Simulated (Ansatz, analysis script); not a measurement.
# Cr: moments against volume, part 2 of 2

Wanted: energy and moment of Cr against volume, with typed moments, small moments and no spin.

Ansatz 0.2.0; PBEsol, PAW (harder files).

So far. Step 4 (Factor 0.7, typed moments): It ends non-magnetic, with 0 μB on the largest site. Step 5 (Factor 0.7, starting moments cut to 30 %): It ends non-magnetic, with 0 μB on the largest site.

**6. Factor 0.86, typed moments**

Level of this step: Ansatz DFT, collinear, cell scaled evenly; PBEsol, PAW own set (Ansatz).

A self-consistent run from these starting moments shows which magnetic state they lead to.

The input, input.yaml:

```yaml
crystal:
  lattice:
    - [2.82332989, 0.0, 0.0]
    - [0.0, 2.82332989, 0.0]
    - [0.0, 0.0, 2.82332989]
  atoms:
    - { symbol: Cr, position: [0.0, 0.0, 0.0], spin: 2.5 }
    - { symbol: Cr, position: [0.5, 0.5, 0.5], spin: -2.5 }
magnetization:
  spin_polarized: true
kpoints:
  mp_grid: { grid: [14, 14, 14] }
hamiltonian:
  xc: pbesol
  pseudopotentials: { kind: paw, source: ansatz }
scf:
  occupations: { method: fermi_dirac, width: 0.1 }
  max_iter: 120
  convergence: { dr2_threshold: 1.0e-08 }
basis:
  ecutwfc: 930.0
output:
  stress: true
```

The run is started by

```bash
> ansatz run input.yaml --threads 1 --pin off --max-ram 2560MiB --backend cpu --events-out ev --progress --plain --runs-dir out
```

Numbers of over 12 decimals in the logs are rounded to 6 here.

Log:

```text
[...]
Crystal: 2 atoms, lattice volume = 22.505 Å³
Basis set: ecut = 930 eV, 1419 PW (Γ)
Bands: 21, of which v1, the nominal top of the filled ones, is band 14 counted from 1 (13 counted from 0)
Symmetry: 48 space group operations
[...]
k-points: 120 of 2744
[...]
k-point 1 ↑: bands = [... 10 lower, 15.3688, 18.8863, 18.8863, 18.9317, 20.9186, 21.0346, 22.2617, 22.2617, ... 3 higher]
  k-point 2 ↑: bands = [... 10 lower, 15.5601, 18.8749, 18.8749, 19.0492, 20.6723, 21.1269, 21.8521, 21.8521, ... 3 higher]
  k-point 119 ↓: bands = [... 10 lower, 17.4215, 17.4215, 17.4215, 17.4215, 21.4294, 21.4294, 21.4295, 21.4295, ... 3 higher]
[key lines of the parts left out:]
SCF converged after 18 iterations
Magnetization: 0.0000 μB (14.0000 up, 14.0000 down)
Free energy (F): -6698.468087 eV
Fermi energy:    19.835847 eV
P = ⅓ Tr σ = -2.5708 GPa (-25.708 kbar)
```

Run time: 3.6 min. Hardware: 1 thread of Arm Neoverse V1, shared host; peak memory 0.99 GiB.

It ends non-magnetic, with 0 μB on the largest site.

**7. Factor 1, typed moments**

Edit input.yaml of step 6 so:

```diff
@@ -2,5 +2,5 @@
   lattice:
-    - [2.82332989, 0.0, 0.0]
-    - [0.0, 2.82332989, 0.0]
-    - [0.0, 0.0, 2.82332989]
+    - [2.96889936, 0.0, 0.0]
+    - [0.0, 2.96889936, 0.0]
+    - [0.0, 0.0, 2.96889936]
   atoms:
```

Log:

```text
[...]
Crystal: 2 atoms, lattice volume = 26.169 Å³
Basis set: ecut = 930 eV, 1743 PW (Γ)
Bands: 21, of which v1, the nominal top of the filled ones, is band 14 counted from 1 (13 counted from 0)
Symmetry: 48 space group operations
[...]
k-points: 120 of 2744
[...]
Internal energy: -6698.110467 eV  (E = F + TS)
E sigma→0 (E₀):  -6698.121462 eV
Entropy (-TS):   -0.021989 eV (-10.994 meV/atom)
Fermi energy:    16.599460 eV
[...]
--- Stress (GPa, compression-positive) ---
      -22.460494       0.000000       0.000000
        0.000000     -22.460494       0.000000
        0.000000       0.000000     -22.460494
  P = ⅓ Tr σ = -22.4605 GPa (-224.605 kbar)
[key lines of the parts left out:]
SCF converged after 9 iterations
Magnetization: 0.0000 μB (14.0000 up, 14.0000 down)
Free energy (F): -6698.132456 eV
```

Elapsed: 1.7 min, on 1 thread; peak memory 1.2 GiB.

It ends antiferromagnetic, with 1.57 μB on the largest site.

**8. Factor 1.15, typed moments**

Edit input.yaml of step 7 so:

```diff
@@ -2,5 +2,5 @@
   lattice:
-    - [2.96889936, 0.0, 0.0]
-    - [0.0, 2.96889936, 0.0]
-    - [0.0, 0.0, 2.96889936]
+    - [3.11048484, 0.0, 0.0]
+    - [0.0, 3.11048484, 0.0]
+    - [0.0, 0.0, 3.11048484]
   atoms:
```

Log:

```text
[...]
Crystal: 2 atoms, lattice volume = 30.094 Å³
Basis set: ecut = 930 eV, 1935 PW (Γ)
Bands: 21, of which v1, the nominal top of the filled ones, is band 14 counted from 1 (13 counted from 0)
Symmetry: 48 space group operations
[...]
k-points: 120 of 2744
[...]
Internal energy: -6697.495988 eV  (E = F + TS)
E sigma→0 (E₀):  -6697.504820 eV
Entropy (-TS):   -0.017664 eV (-8.832 meV/atom)
Fermi energy:    14.208918 eV
[...]
--- Stress (GPa, compression-positive) ---
      -26.576410      -0.000000       0.000000
        0.000000     -26.576410       0.000000
        0.000000       0.000000     -26.576410
  P = ⅓ Tr σ = -26.5764 GPa (-265.764 kbar)
[key lines of the parts left out:]
SCF converged after 10 iterations
Magnetization: 0.0000 μB (14.0000 up, 14.0000 down)
Free energy (F): -6697.513651 eV
```

Elapsed: 19 s, on 1 thread; peak memory 0.56 GiB.

It ends antiferromagnetic, with 2.39 μB on the largest site.

**9. Factor 1.25, no spin**

input.yaml, the sections that differ from step 8:

```yaml
crystal:
  lattice:
    - [3.19814988, 0.0, 0.0]
    - [0.0, 3.19814988, 0.0]
    - [0.0, 0.0, 3.19814988]
  atoms:
    - { symbol: Cr, position: [0.0, 0.0, 0.0] }
    - { symbol: Cr, position: [0.5, 0.5, 0.5] }
# kpoints, hamiltonian, scf, basis, output: as in step 8
# magnetization: removed
```

Log:

```text
[...]
Crystal: 2 atoms, lattice volume = 32.711 Å³
Basis set: ecut = 930 eV, 2103 PW (Γ)
Bands: 18, of which v1, the nominal top of the filled ones, is band 14 counted from 1 (13 counted from 0)
Symmetry: 96 space group operations
[...]
k-points: 120 of 2744
[...]
SCF converged after 7 iterations
Free energy (F): -6696.317646 eV
[...]
Internal energy: -6696.239476 eV  (E = F + TS)
E sigma→0 (E₀):  -6696.278561 eV
Entropy (-TS):   -0.078170 eV (-39.085 meV/atom)
Fermi energy:    12.514321 eV
[...]
--- Stress (GPa, compression-positive) ---
      -46.809058      -0.000000       0.000000
       -0.000000     -46.809058       0.000000
        0.000000       0.000000     -46.809058
  P = ⅓ Tr σ = -46.8091 GPa (-468.091 kbar)
```

The job ended after 14 s (1 thread; peak memory 0.47 GiB).

This is the reference without moments at this size.

18 more runs differ from these in the same keys alone and are tabled below.

**10. The curves**

```csv
factor,E typed (meV/atom),E small,E no spin,"largest moment, typed (μB)",small,"state, typed","state, small"
0.7,437.0,437.0,437.0,0.00,0.00,non-magnetic,non-magnetic
0.78,81.0,81.0,81.0,0.00,0.00,non-magnetic,non-magnetic
0.86,0.0,0.0,0.0,0.00,0.00,non-magnetic,non-magnetic
0.93,56.2,56.2,69.6,1.05,1.05,antiferromagnetic,antiferromagnetic
1,167.8,167.8,222.2,1.57,1.57,antiferromagnetic,antiferromagnetic
1.07,306.0,306.0,427.8,2.00,2.00,antiferromagnetic,antiferromagnetic
1.15,477.2,477.2,701.9,2.39,2.39,antiferromagnetic,antiferromagnetic
1.25,694.1,694.1,1075.2,2.76,2.76,antiferromagnetic,antiferromagnetic
```

**11. Summary of results**

```yaml
lowest_run: factor 0.86, typed moments
largest_moment_typed_start: 0 μB at 0.7 to 2.76 μB at 1.25
gain_by_magnetism: 0.0 to 381.1 meV/atom
```

**Reading.** From a factor of 0.7 to 1.25 the largest moment goes from 0 to 2.76 μB. The moment is lost at factors of 0.86 or less among those run. Site moments are taken in spheres that grow with the cell. It rises fastest, by 1.0 μB between 0.86 and 0.93; the grid is too coarse to tell a step from a steep rise. Both magnetic starts, which share one pattern of signs, end on one state at every size; other orders were not tried. The cell's shape and the atoms were not relaxed. The 24 scaled-cell runs took 20 min of wall time, added up.

[Logs and program files are shortened in this print: banners, set-up blocks, solver, clock and traceback lines can be left out without a mark of their own.]

[Logs are printed without paths, hosts, clocks, repeated set-up lines and the standing remarks that a program may print on its own settings, such as how far it seeks lower states.]

[Hosts, paths, dates, database ids (printed as entryN), source tags and the programs' standing remarks are cut or masked in the printed files.]

[Where the input sets lower_state_search to off, the program did not look for lower states, so one may exist.]
